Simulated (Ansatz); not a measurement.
# RbVS3 in I4/mcm, a phase reached by a soft mode: a soft mode frozen in, part 3 of 3

Which phase does RbVS3 in I4/mcm, a phase reached by a soft mode fall into along its unstable mode, and how much energy does it gain?

Ansatz 0.2.0; DFT PBEsol, scalar-relativistic, plane waves, PAW; PAW set soft_1.

So far. Step 4 (The mode frozen in, largest atomic shift 0.08 Å): The run ends at a pressure of 0.14 GPa, with forces up to 0.033 eV/Å. Step 5 (Energy along the mode, all amplitudes (two of the runs …): The lowest of the steps tried is at 0.08 Å, 0.298 meV/atom below the parent; the bottom of the well need not coincide with a step.

The structure was built from a prototype and need not be the compound's stable phase.

## 7. The new phase in its own primitive cell

The relaxed structure is symmetrised, reduced to its primitive cell and relaxed tightly, as its phonons need.

input.yaml reads:

```yaml
crystal:
  lattice:
    - [-3.1744758154, 3.1744758154, 5.5660072306]
    - [3.1744758154, -3.1744758154, 5.5660072306]
    - [3.1744758154, 3.1744758154, -5.5660072306]
  atoms:
    - { symbol: Rb, position: [0.7543838961, 0.7543838961, 0.0] }
    - { symbol: Rb, position: [0.2543838961, 0.2543838961, 0.0] }
    - { symbol: V, position: [0.0397304467, 0.5397304467, 0.5] }
    - { symbol: V, position: [0.5397304467, 0.0397304467, 0.5] }
    - { symbol: S, position: [0.7443899208, 0.2443899208, 0.0100555014] }
    - { symbol: S, position: [0.2343344194, 0.7343344194, 0.9899444986] }
    - { symbol: S, position: [0.7343344194, 0.7443899208, 0.5] }
    - { symbol: S, position: [0.2443899208, 0.2343344194, 0.5] }
    - { symbol: S, position: [0.2254225211, 0.7254225211, 0.5] }
    - { symbol: S, position: [0.7254225211, 0.2254225211, 0.5] }
kpoints:
  mp_grid: { grid: [8, 8, 8] }
hamiltonian:
  xc: pbesol
  pseudopotentials: { kind: paw, azcp: { folder: soft_1 }, xc_functional: pbe }
scf:
  occupations: { method: methfessel_paxton, width: 0.2 }
output:
  forces: true
  stress: true
  eigenvalues: true
relax:
  adjacent_minimum: "off"
  f_tol: 0.001
  max_steps: 60
  cell: { stress_tol: 0.01 }
```

Launch:

```sh
$ ansatz run input.yaml --threads 4 --pin off --max-ram 16384MiB --backend cpu --events-out ev --progress --plain --runs-dir out
```

Numbers of over 12 decimals in the logs are rounded to 6 here.

The log of the run:

```text
[...]
Crystal: 10 atoms, lattice volume = 224.361 Å³
Basis set: ecut = 420 eV, 4395 PW (Γ), exchange–correlation on 96×96×96 points (8 copies of the dense FFT grid, shifted against one another)
Bands: 50, of which v1, the nominal top of the filled ones, is band 40 counted from 1 (39 counted from 0)
Symmetry: 8 space group operations
[...]
k-points: 59 of 512 (time reversal used)
[...]
- { symbol: V, position: [0.039742, 0.539742, 0.5] }
    - { symbol: V, position: [0.539742, 0.039742, 0.5] }
    - { symbol: S, position: [0.744381, 0.244381, 0.010041] }
    - { symbol: S, position: [0.234340, 0.734340, 0.989959] }
    - { symbol: S, position: [0.734340, 0.744381, 0.5] }
    - { symbol: S, position: [0.244381, 0.234340, 0.5] }
    - { symbol: S, position: [0.225292, 0.725292, 0.5] }
    - { symbol: S, position: [0.725292, 0.225292, 0.5] }
[key lines of the parts left out:]
SCF converged after 10 iterations
Free energy (F): -17522.240839 eV
Fermi energy:    6.813804 eV
P = ⅓ Tr σ = -0.0019 GPa (-0.019 kbar)
```

Run time: 91 s. Hardware: 4 threads of Arm Neoverse V1, shared host; peak memory 0.8 GiB.

Little changed from the start: no atom moved by 0.005 Å and no cell edge by 0.1 %.

This step gave:

```yaml
pressure: -0.001904 GPa
volume_per_atom: 22.45 Å³
```

The largest force component left is 0.84 meV/Å and the pressure is -0.002 GPa, within the tolerances set. The cell now holds 22.45 Å³/atom.

## 8. Modes of the new phase

A relaxed structure may still be a saddle point, so its zone-centre modes are computed. No field response is asked, since the mesh shows no gap.

input.yaml reads:

```yaml
crystal:
  lattice:
    - [-3.1741991393, 3.1741991393, 5.5701598609]
    - [3.1741991393, -3.1741991393, 5.5701598609]
    - [3.1741991393, 3.1741991393, -5.5701598609]
  atoms:
    - { symbol: Rb, position: [0.7545058015, 0.7545058015, 0.0] }
    - { symbol: Rb, position: [0.2545058015, 0.2545058015, 0.0] }
    - { symbol: V, position: [0.0397422228, 0.5397422228, 0.5] }
    - { symbol: V, position: [0.5397422228, 0.0397422228, 0.5] }
    - { symbol: S, position: [0.7443811939, 0.2443811939, 0.0100414804] }
    - { symbol: S, position: [0.2343397136, 0.7343397136, 0.9899585196] }
    - { symbol: S, position: [0.7343397136, 0.7443811939, 0.5] }
    - { symbol: S, position: [0.2443811939, 0.2343397136, 0.5] }
    - { symbol: S, position: [0.2252922722, 0.7252922722, 0.5] }
    - { symbol: S, position: [0.7252922722, 0.2252922722, 0.5] }
kpoints:
  mp_grid: { grid: [8, 8, 8] }
hamiltonian:
  xc: pbesol
  pseudopotentials: { kind: paw, azcp: { folder: soft_1 }, xc_functional: pbe }
scf:
  occupations: { method: methfessel_paxton, width: 0.2 }
output:
  eigenvalues: true
phonons:
  method: dfpt
```

The log of the run:

```text
[...]
Crystal: 10 atoms, lattice volume = 224.489 Å³
Basis set: ecut = 420 eV, 4395 PW (Γ), exchange–correlation on 96×96×96 points (8 copies of the dense FFT grid, shifted against one another)
Bands: 50, of which v1, the nominal top of the filled ones, is band 40 counted from 1 (39 counted from 0)
Symmetry: 8 space group operations
k-points: 260 of 512 (irreducible under 1 space group operation, time reversal used)
[...]
SCF iter   1: F=—  HF=-17524.380832 eV  |F-HF|=—  |Δ(HF+E_count)|=         —  Δρ=5.33e-2  dr2=1.22e1  ethr=3.10e-3  ⟨swp⟩=8.9  Hψ=59753  notcnv=0
[...]
SCF iter  14: F=-17522.240839 eV  HF=-17522.240839 eV  |F-HF|=3.64e-12  |Δ(HF+E_count)|=  3.64e-12  S|Δr|=    0.00e0  Δρ=4.10e-8  dr2=6.19e-12  ethr=1.00e-12  ⟨swp⟩=7.6  Hψ=64411  notcnv=0
SCF 1 converged in 14 iterations: F = -17522.240839 eV  dr2 = 6.19e-12
[...]
SCF converged after 14 iterations
[...]
Free energy (F): -17522.240839 eV
[...]
Internal energy: -17522.268313 eV  (E = F + TS)
E sigma→0 (E₀):  -17522.247708 eV
Entropy (-TS):   0.027473 eV (2.747 meV/atom)
Fermi energy:    6.813804 eV
[...]
--- Band table (eV; the first three rows and the last of 260) ---
  k-point 0: bands = [... 36 lower, 5.9820, 5.9820, 6.1637, 6.1637, 7.2288, 7.2288, 7.5740, 7.5779, ... 6 higher]
  k-point 1: bands = [... 36 lower, 5.8006, 5.9656, 6.0072, 6.6799, 7.1572, 7.1795, 7.2906, 7.2934, ... 6 higher]
  k-point 2: bands = [... 36 lower, 5.3147, 5.5062, 5.9202, 6.3886, 6.9007, 7.1230, 7.1986, 7.2680, ... 6 higher]
  k-point 259: bands = [... 36 lower, 5.0051, 5.9045, 6.2242, 6.2242, 6.6699, 7.5161, 7.5161, 7.5605, ... 6 higher]
[...]
ASR residual: 4.119e-5 → 0.000e0 eV/Å²; symmetrization residual: 1.157e-5 eV/Å²
[...]
```

Run time: 16 min. Hardware: 4 threads; peak memory 8.2 GiB; 64 min of CPU time.

This step gave:

- sum-rule residual before enforcement: 4.12e-5 eV/Å²
- point group: 4mm
- highest optical mode at the zone centre (no LO-TO term): 521.2 cm⁻¹
- lowest optical zone-centre mode: -62.94 cm⁻¹

Patterns of degenerate modes are one choice out of their space. The modes at Γ (shares of kinetic energy by element, %) (negative means imaginary):

```
mode  frequency (cm⁻¹)  symmetry  Rb %  V %  S %
   1             -62.9        B1     0    0  100
   2             -46.0         E     4   27   68
   3             -46.0         E     4   27   68
   4               0.0  acoustic    37   22   41
   5               0.0  acoustic    37   22   41
   6               0.0  acoustic    37   22   41
   7              46.6         E    56    1   43
   8              46.6         E    56    1   43
   9              52.6        A2   100    0    0
  10              69.2        A1    63   14   23
  11              98.8         E    52   35   14
  12              98.8         E    52   35   14
  13             113.8        B2     0   23   77
  14             118.7         E    26    0   74
  15             118.7         E    26    0   74
  16             131.4        B2     0   28   72
  17             144.3        A1     0    5   95
  18             187.1         E    13   20   67
  19             187.1         E    13   20   67
  20             194.8         E    11    7   82
  21             194.8         E    11    7   82
  22             201.7        A2     0    0  100
  23             214.6        A1     0   22   78
  24             238.6         E     1   61   38
  25             238.6         E     1   61   38
  26             322.2         E     0   27   73
  27             322.2         E     0   27   73
  28             398.6        B2     0    3   97
  29             503.3        A1     0   37   63
  30             521.2        B2     0   46   54
```

Displacements in mode 1 (-62.9 cm⁻¹), the largest set to 1:
```
Rb1  0.00  0.00  0.00
Rb2  0.00  0.00  0.00
V3   0.00  0.00  0.00
V4   0.00  0.00  0.00
S5   1.00 -1.00  0.00
S6  -1.00  1.00  0.00
S7   1.00  1.00  0.00
S8  -1.00 -1.00  0.00
S9   0.00  0.00  0.00
S10  0.00  0.00  0.00
```

Displacements in mode 7 (46.6 cm⁻¹), the largest set to 1:
```
Rb1  0.00  0.87  0.00
Rb2  0.14 -0.86  0.00
V3   0.14  0.12  0.00
V4   0.12 -0.10  0.00
S5  -0.24  0.13  0.46
S6  -0.24  0.13 -0.46
S7  -0.26 -0.17  0.39
S8  -0.26 -0.17 -0.39
S9   0.19  1.00  0.00
S10  0.02 -0.98  0.00
```

Before it was imposed, the acoustic sum rule was missed by 4.1e-5 eV/Å². Small misses are needed for a sound result but don't prove that mesh and cutoff are converged. The lowest optical mode is imaginary, 62.9i cm⁻¹, so the energy falls along it.

## 9. The phases reached

The phases reached along the modes that were followed are set side by side.

Energies are those of the first relaxation, on the mesh of the frozen mode; space group, volume and gap are those of the last relaxation. Phases, by row:

```
         mode frozen in  space group  energy from parent (meV/atom)  volume (Å³/atom)  gap on mesh (eV)  lowest zone-centre optical mode (cm⁻¹)  largest shift (Å)
                 parent       I4/mcm                              0             20.17                 0                                       –                  –
q = (0, 0, 0), 71i cm⁻¹         Amm2                         -115.5             25.07             0.749                                    67.2               0.86
q = (0, 0, 0), 71i cm⁻¹         I4cm                         -52.95             22.45                 0                                   -62.9              0.446
```

## 10. Outcome

* unstable mode of the parent: q = (0, 0, 0), 71i cm⁻¹
* depth at the lowest point sampled: 0.298 meV/atom
* largest atomic shift at that point: 0.08 Å
* space group reached (within 0.01 Å): I4cm
* energy gained over the parent (first relaxation, on the mesh of the frozen mode): 53.0 meV/atom
* volume per atom, phase reached: 22.4 Å³
* lowest optical zone-centre mode, phase reached: -62.9 cm⁻¹
* highest optical mode at the zone centre (no LO-TO term), phase reached: 521 cm⁻¹

In words: Along this mode the structure falls into I4cm, 53.0 meV/atom below the parent. At the parent's cell the well is 0.298 meV/atom deep on the steps tried, with its lowest point at a shift of 0.08 Å. Relaxing atoms and cell changes the gain by +52.66 meV/atom against the lowest step (energies at zero smearing). Most of the total comes from this relaxation. The new phase still has an imaginary mode at the zone centre of its cell, so it is a saddle point on the way to a lower structure. How so shallow a well moves with the k mesh was not tested. Of the 2 patterns followed to their end from this parent, this one ends 62.5 meV/atom above the lowest, Amm2. Each path keeps the symmetry of its pattern, so a lower phase may lie along a pattern not tried. With no gap, or one that is small against the smearing, the frequencies hang on the k mesh and the smearing, most of all near Kohn anomalies. The phonon runs are without spin polarisation, although V often carries a moment. The PAW files were made for PBE and serve the other functionals too. The starting cell was built on a prototype and not taken from a measurement, so the phase need not exist.

[Logs are printed without paths, hosts, clocks, repeated set-up lines and the standing remarks that a program may print on its own settings, such as how far it seeks lower states.]

[Hosts, paths, dates, database ids (printed as entryN), source tags and the programs' standing remarks are cut or masked in the printed files.]
